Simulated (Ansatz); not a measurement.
**TaSi2As4 monolayer in a perpendicular field**

Aim: how the TaSi2As4 monolayer screens a field along its normal, and what the field does to its bands. A positive field points along +c.

Calculated with Ansatz 0.2.0; plane-wave DFT, PBE-D3(BJ), Ansatz PAW (set soft_1); PAW set soft_1.

Report form: the programs' logs are mostly left out.

## 1. Starting point

The cell holds 7 atoms: 4 As, 2 Si and 1 Ta. Cell: a = 3.630 Å, b = 3.630 Å, c = 49.788 Å, α = 90.0°, β = 90.0°, γ = 120.0°. Vacuum lies along c.

## 2. Relaxation

The starting cell is a guess, so the in-plane lattice and the atoms are relaxed first, with the slab cut off from its images along the normal.

Input file input.yaml:

```yaml
crystal:
  lattice:
    - [3.63, 0.0, 0.0]
    - [-1.815, 3.1436722157, 0.0]
    - [0.0, 0.0, 49.7884686575]
  atoms:
    - { symbol: As, position: [0.0, 0.0, 0.4057164348] }
    - { symbol: Si, position: [0.3333333333, 0.6666666667, 0.4210206037] }
    - { symbol: As, position: [0.3333333333, 0.6666666667, 0.4658100912] }
    - { symbol: Ta, position: [0.0, 0.0, 0.5], spin: 1.0 }
    - { symbol: As, position: [0.3333333333, 0.6666666667, 0.5341899088] }
    - { symbol: Si, position: [0.3333333333, 0.6666666667, 0.5789793963] }
    - { symbol: As, position: [0.0, 0.0, 0.5942835652] }
  periodic: [true, true, false]
magnetization:
  spin_polarized: true
kpoints:
  mp_grid: { grid: [12, 12, 1] }
hamiltonian:
  xc: pbe
  dispersion: d3bj
  pseudopotentials: { kind: paw, azcp: { folder: soft_1 } }
scf:
  occupations: { method: fermi_dirac, width: 0.05 }
  convergence: { dr2_threshold: 1.0e-09 }
relax:
  f_tol: 0.004
  max_steps: 90
  cell: {}
output:
  write_potential: true
  write_density: true
  volumetric_format: npy
```

On the command line:

```bash
> ansatz run input.yaml --threads 4 --pin off --max-ram 6144MiB --backend cpu --events-out ev --progress --plain --runs-dir out
```

The job ended after 12 min (4 threads of Intel Xeon at 2.50GHz (Skylake/Cascade Lake), shared host; peak memory 1.5 GiB; 36 min of CPU time).

Step by step:

```
step  energy less that of the first step (eV)  largest force component (eV/Å)  volume (Å³)
   1                                   0.0000                          3.2772       568.16
   2                                  -1.4699                          1.0274       563.96
   3                                  -1.5824                          0.1956       558.53
   4                                  -1.6016                          0.0594       568.63
   5                                  -1.6019                          0.0102       569.38
   6                                  -1.6019                          0.0010       569.42
  7*                                  -1.6019                          0.0010       569.42
```

Relaxation steps marked * repeat the geometry before them on a plane-wave basis chosen anew for their cell, so energy and pressure can jump there.

The run keeps the 12 symmetry operations that it works with, so distortions that break them were not tested.

```
cell as run  before  after  change
      a (Å)   3.630  3.634  +0.1 %
      b (Å)   3.630  3.634  +0.1 %
```

The atoms that moved most (Å, along periodic axes as changes of fractional coordinates times the final cell, across vacuum about the mean position):

```
atom     dx     dy      dz  length
 As7  0.000  0.000   0.285   0.285
 As1  0.000  0.000  -0.285   0.285
 As5  0.000  0.000  -0.167   0.167
 As3  0.000  0.000   0.167   0.167
 Si6  0.000  0.000  -0.052   0.052
 Si2  0.000  0.000   0.052   0.052
```

This step gave:

```yaml
energy_at_zero_smearing: -30632.7768 eV
```

The lattice constant a goes from 3.630 to 3.634 Å.

## 3. Atoms held, field 0

A sawtooth potential applies the field, turning back in the middle of the vacuum. With the dipole correction the typed value is the field outside the slab. The induced dipole is small, so the SCF threshold is tight.

The cell differs from the one that the last finished run ended in (c 49.788 → 27.958 Å).

Input file input.yaml:

```yaml
crystal:
  lattice:
    - [3.6340277418, 0.0, 0.0]
    - [-1.8170138709, 3.1471603425, 0.0]
    - [0.0, 0.0, 27.9576522907]
  atoms:
    - { symbol: As, position: [0.0, 0.0, 0.3219154422] }
    - { symbol: Si, position: [0.3333333333, 0.6666666667, 0.3612267671] }
    - { symbol: As, position: [0.3333333333, 0.6666666667, 0.4450802124] }
    - { symbol: Ta, position: [0.0, 0.0, 0.5] }
    - { symbol: As, position: [0.3333333333, 0.6666666667, 0.5549197876] }
    - { symbol: Si, position: [0.3333333333, 0.6666666667, 0.6387732329] }
    - { symbol: As, position: [0.0, 0.0, 0.6780845578] }
kpoints:
  mp_grid: { grid: [18, 18, 1] }
  band_path:
    path: [[0, 0, 0], [0.5, 0, 0], [0.33333333, 0.33333333, 0], [0, 0, 0]]
    npoints: 16
hamiltonian:
  xc: pbe
  dispersion: d3bj
  pseudopotentials: { kind: paw, azcp: { folder: soft_1 } }
scf:
  occupations: { method: fermi_dirac, width: 0.02585 }
  convergence: { dr2_threshold: 1.0e-10 }
efield:
  axis: 3
  dipole_correction: true
  ramp_position: 0.97
  ramp_width: 0.06
  amplitude: 0
output:
  dos: { projected: true, e_range: [-6, 5] }
  write_potential: true
  write_density: true
  volumetric_format: npy
  elf: true
```

Elapsed: 62 s, on 4 threads; peak memory 1.1 GiB; 3.8 min of CPU time.

Numbers from this step:

```
energy at zero smearing   : -30632.7785 eV
work function, upper face : 4.914 eV
dipole along the normal   : 3.63e-7 e·Å
```

Running mean over a fixed 2.8 Å (it still follows the layers) of the planar mean; the ramp of the sawtooth is left out. Electron's electrostatic potential energy less the Fermi level against z:

```
z (Å)  electron's electrostatic potential energy less the Fermi level (eV)
    4                                                                 4.91
    5                                                                 4.91
    6                                                                 4.86
    7                                                                 3.95
    8                                                                 1.17
    9                                                                -3.27
   10                                                                -3.98
   11                                                                -2.67
   12                                                                -1.49
   13                                                                -5.52
   14                                                                -7.02
   15                                                                -5.38
   16                                                                -1.43
   17                                                                -2.79
   18                                                                -4.04
   19                                                                -3.11
   20                                                                 1.32
   21                                                                 4.04
   22                                                                 4.86
   23                                                                 4.91
   24                                                                 4.91
```

The density of states has structure finer than the step of the table below, so its rows give means over 0.2 eV, whole bins alone (the curve runs from -6 to 1.99 eV). Peaks (eV: height): -4.68: 7.55, -4.10: 12.2, -3.16: 7.52, -2.50: 7.87, -1.67: 14.5, -1.42: 9.17, -1.18: 10.1.

Density of states against energy, zero at the Fermi level; means over each step:

energy (eV), density of states (states/eV a cell) and a bar:
```
     -5.8        0.5 ##
     -5.6        0.6 ##
     -5.4        1.6 #######
     -5.2        0.4 #
     -5.0        0.7 ###
     -4.8        4.4 ##################
     -4.6        4.7 ###################
     -4.4        3.6 ###############
     -4.2        3.5 ##############
     -4.0        5.7 #######################
     -3.8        2.7 ###########
     -3.6        2.9 ############
     -3.4        3.6 ###############
     -3.2        4.2 #################
     -3.0        3.5 ##############
     -2.8        3.9 ################
     -2.6        5.0 ####################
     -2.4        5.6 #######################
     -2.2        5.7 #######################
     -2.0        6.2 #########################
     -1.8        4.0 ################
     -1.6        6.4 ##########################
     -1.4        7.1 #############################
     -1.2        7.4 ##############################
     -1.0        4.8 ####################
     -0.8        2.9 ############
     -0.6        1.5 ######
     -0.4        1.5 ######
     -0.2        2.5 ##########
      0.0        3.1 #############
      0.2        1.9 ########
      0.4        1.1 ####
      0.6        0.5 ##
      0.8        0.0 
      1.0        0.0 
      1.2        0.0 
      1.4        1.3 #####
      1.6        3.5 ##############
      1.8        3.0 ############
```

Projected DOS per atom over height of the atomic layer and energy from the Fermi level. Layers: As Si As Ta As Si As from below.

Values in states/eV, 22 rows by 7 columns, each cell a mean:
```
0.41 0.53 0.16 0.70 0.16 0.53 0.41
0.24 0.33 0.10 0.45 0.10 0.33 0.24
0.00 0.00 0.00 0.00 0.00 0.00 0.00
0.01 0.01 0.01 0.15 0.01 0.01 0.01
0.08 0.06 0.07 0.94 0.07 0.06 0.08
0.09 0.10 0.18 1.89 0.18 0.10 0.09
0.08 0.04 0.30 0.87 0.30 0.04 0.08
0.21 0.08 0.50 0.75 0.50 0.08 0.21
0.79 0.24 1.33 1.35 1.33 0.24 0.79
1.14 0.28 1.11 1.25 1.11 0.28 1.14
0.95 0.42 0.65 0.89 0.65 0.42 0.95
1.24 0.54 0.73 0.70 0.73 0.54 1.24
0.96 0.60 0.76 0.59 0.76 0.60 0.96
0.52 0.48 0.53 0.54 0.53 0.48 0.52
0.62 0.49 0.45 0.55 0.45 0.49 0.62
0.42 0.37 0.42 0.49 0.42 0.37 0.42
0.55 0.58 0.77 0.71 0.77 0.58 0.55
0.32 0.37 0.66 0.50 0.66 0.37 0.32
0.57 0.69 0.84 0.59 0.84 0.69 0.57
0.03 0.04 0.04 0.04 0.04 0.04 0.03
0.24 0.21 0.16 0.04 0.16 0.21 0.24
0.10 0.09 0.04 0.02 0.04 0.09 0.10
```
Columns: height of the atomic layer (Å) from 9 to 19.0 (not evenly spaced); rows upwards: energy from the Fermi level (eV) from -5.96 to 1.96.

The electronic bands at the labelled points (eV, zero at the Fermi level):

```
  point  band 37  band 38  band 39  band 40  band 41  band 42  band 43  band 44
      Γ    -0.69    -0.69    -0.26    -0.26     0.33     2.32     2.41     2.93
halfway    -1.75    -1.22    -1.12    -1.03    -0.09     1.79     1.92     2.57
      M    -1.94    -1.72    -1.70    -0.66    -0.30     1.46     1.50     1.98
halfway    -2.23    -1.98    -1.62    -1.10     0.14     1.70     2.37     2.37
      K    -2.99    -2.60    -1.64    -0.82     0.74     1.56     1.69     1.98
halfway    -2.01    -1.41    -1.21    -1.08    -0.06     2.23     2.59     2.82
      Γ    -0.69    -0.69    -0.26    -0.26     0.33     2.32     2.41     2.93
```

Electrostatic potential energy in the ca plane at fractional y = 0.667, with atoms of Si and As within 0.2 Å of it. With pseudopotentials it is smooth inside the atoms' cores, unlike the true potential.

Ten even steps from '0' (-29 eV) to '9' (7 eV), each cell a mean:
```
99999999887788999999987656789999999887789999
99999999876688999999987656789999999886678999
99999999987788889998887767888899988887789999
99999999998764578875567888765578875467899999
99999999998510027646755888557646720016899999
99999999998304206559984787489955502403899999
99999999998401016548964787479845600104899999
99999999998731157754446888644457751137899999
99999999988777788987778777877789887777889999
```
Columns run along c (16.0 Å, from fractional 0.19 to 0.76 of the cell; values clipped at the 3rd and 97th percentile), rows up along a (3.6 Å). Atoms in or near the plane, at fractional coordinates: Si at (0.36, 0.33), As at (0.45, 0.33), As at (0.55, 0.33), Si at (0.64, 0.33).

ELF in the ca plane at fractional y = 0.667, with atoms of Si and As within 0.2 Å of it. It is the smooth field of the valence electrons, not physical close to the nuclei.

Ten even steps from '0' (0.00) to '9' (0.85), each cell a mean:
```
00000000000000014677666653101344312123443101
00000000000000024787766542001233212212321000
00000000000000013566667764223566521125664322
00000000000000001234578976656778752258876656
00000000000000000001367656887545763366445798
00000000000000000001244456997311553354113799
00000000000000000001255446997312653355214799
00000000000000000112468866777667763367766777
00000000000000002345678875445678732247876544
```
Columns run along c (16.0 Å, from fractional 0.06 to 0.63 of the cell), rows up along a (3.6 Å). Atoms in or near the plane, at fractional coordinates: Si at (0.36, 0.33), As at (0.45, 0.33), As at (0.55, 0.33).

Valence density in the ca plane at fractional y = 0.667, with atoms of Si and As within 0.2 Å of it. It is the smooth field of the valence electrons, not physical close to the nuclei.

Values in e/Å³, 5 rows by 16 columns, each cell a mean:
```
 0  0  0  0  0  0  0  0  0  0  0  0  0  0  0  0
 0  0  0  0  0  0  0  0  0  0  0  0  0  0  0  0
 0  0  0  0  0  0  1  6  0  1  6  0  0  0  0  0
 0  0  0  0  0  0  1 15  0  1 15  1  0  0  0  0
 0  0  0  0  0  0  0  1  0  0  1  0  0  0  0  0
```
Columns run along c (16.0 Å, from fractional 0.19 to 0.76 of the cell), rows up along a (3.6 Å). Atoms in or near the plane, at fractional coordinates: Si at (0.36, 0.33), As at (0.45, 0.33), As at (0.55, 0.33), Si at (0.64, 0.33).

The work function of the upper face is 4.91 eV.

## 4. Single point, field 0.1 V/Å

input.yaml, as its differences from that of step 3:

```diff
@@ -28,7 +28,6 @@
   dipole_correction: true
-  ramp_position: 0.97
-  ramp_width: 0.06
-  amplitude: 0
+  ramp_position: 0.9603
+  ramp_width: 0.0794
+  amplitude: 0.1
 output:
-  dos: { projected: true, e_range: [-6, 5] }
   write_potential: true
@@ -36,2 +35 @@
   volumetric_format: npy
-  elf: true
```

Run time: 59 s. Hardware: 4 threads; peak memory 1 GiB.

The dipole is 0.0763 e·Å.

## 5. Single point, field -0.1 V/Å

input.yaml, as its differences from that of step 4:

```diff
@@ -30,3 +30,3 @@
   ramp_width: 0.0794
-  amplitude: 0.1
+  amplitude: -0.1
 output:
```

Elapsed: 56 s, on 4 threads; peak memory 1 GiB; 3.5 min of CPU time.

The dipole is -0.0763 e·Å.

## 6. Response, atoms held

This step: plane-wave DFT, PBE-D3(BJ), Ansatz PAW (set soft_1); response to a field along the normal, atoms held; PAW set soft_1 (Ansatz 0.2.0).

The dipoles give the slope, and the difference of two potentials shows where the field is screened.

Numbers from this step:

| Quantity | Value |
| --- | --- |
| equivalent conductor thickness p/(ε₀AE) | 12.08 Å |
| distance between the outer atoms | 9.958 Å |

Dipole of the cell against applied field:

```
applied field (V/Å)  dipole of the cell (e·Å)
            -0.1000                   -0.0763
             0.0000                    3.6e-7
             0.1000                    0.0763
```

Local field over the applied field, running mean. From the potentials at -0.1 and 0.1 V/Å; running mean over 2.5 Å. Table of local field over applied field by z:

```
z (Å)  local field over applied field
  4.5                           0.998
  5.0                           0.994
  5.5                           0.983
  6.0                           0.954
  6.5                           0.887
  7.0                           0.763
  7.5                           0.594
  8.0                           0.415
  8.5                           0.243
  9.0                           0.111
  9.5                          0.0573
 10.0                          0.0521
 10.5                          0.0556
 11.0                          0.0674
 11.5                          0.0700
 12.0                          0.0468
 12.5                          0.0305
 13.0                          0.0298
 13.5                          0.0239
 14.0                          0.0182
 14.5                          0.0248
 15.0                          0.0299
 15.5                          0.0311
 16.0                          0.0490
 16.5                          0.0706
 17.0                          0.0663
 17.5                          0.0550
 18.0                          0.0520
 18.5                          0.0589
 19.0                           0.119
 19.5                           0.256
 20.0                           0.430
 20.5                           0.609
 21.0                           0.775
 21.5                           0.894
 22.0                           0.957
 22.5                           0.984
 23.0                           0.995
 23.5                           0.998
```

Electrons, planar mean, per unit field. Induced electron density against z:

z (Å), induced electron density (e/Å³ per V/Å) and a bar from the least value:
```
      4.5    0.00001 ###############
      5.0    0.00003 ###############
      5.5    0.00008 ###############
      6.0    0.00022 ################
      6.5    0.00059 ##################
      7.0    0.00142 #####################
      7.5    0.00282 ###########################
      8.0    0.00355 ##############################
      8.5    0.00148 #####################
      9.0    0.00060 ##################
      9.5    0.00068 ##################
     10.0   -0.00103 ###########
     10.5   -0.00088 ###########
     11.0    0.00057 #################
     11.5    0.00031 ################
     12.0    0.00013 ################
     12.5    0.00055 #################
     13.0    0.00000 ###############
     13.5   -0.00079 ############
     14.0    0.00004 ###############
     14.5    0.00080 ##################
     15.0   -0.00011 ###############
     15.5   -0.00057 #############
     16.0   -0.00006 ###############
     16.5   -0.00037 #############
     17.0   -0.00052 #############
     17.5    0.00101 ###################
     18.0    0.00087 ###################
     18.5   -0.00073 ############
     19.0   -0.00062 ############
     19.5   -0.00167 ########
     20.0   -0.00357 
     20.5   -0.00270 ####
     21.0   -0.00133 #########
     21.5   -0.00055 #############
     22.0   -0.00021 ##############
     22.5   -0.00007 ###############
     23.0   -0.00002 ###############
     23.5   -0.00001 ###############
```

By hand: between -0.1 and 0.1 V/Å the dipole changes by 0.1527 e·Å, a slope of 0.7633 e·Å²/V. A perfect conductor of thickness t has p = ε₀AEt, so t = 180.95 × 0.7633 / 11.437 = 12.08 Å (e/ε₀ = 180.95 V·Å, A in Å²).

The induced dipole is that of a conductor 12.08 Å thick.

## 7. What came out

- gap without field: none
- work function, upper face: 4.91 eV
- equivalent conductor thickness, atoms held: 12.1 Å

What this shows: The induced dipole equals that of a perfect conductor 12.08 Å thick, while the outer atoms lie 9.96 Å apart. There is no gap over 0.03 eV, with or without the field. The first relaxation ran with spin and lost its moment, and the later runs have none; other magnetic states were not tried. Spin-orbit coupling is left out, which matters for the bands of elements this heavy. The outer anions sit over the metal atoms, one of several polytypes of such layers and not the lowest for every compound.

[Logs are printed without paths, hosts, clocks, repeated set-up lines and the standing remarks that a program may print on its own settings, such as how far it seeks lower states.]

[Hosts, paths, dates, database ids (printed as entryN), source tags and the programs' standing remarks are cut or masked in the printed files.]

[Maps of the electrostatic potential energy from Ansatz leave out the sawtooth potential of an applied field or a dipole correction, so their vacuum need not be flat; planar profiles and work functions include it.]

[The density of states shown here was stored with 400 of the rows of the run's finer table, so its peaks can read low, often by over a quarter, or be missed, and its means over a window can be off by a tenth or more.]
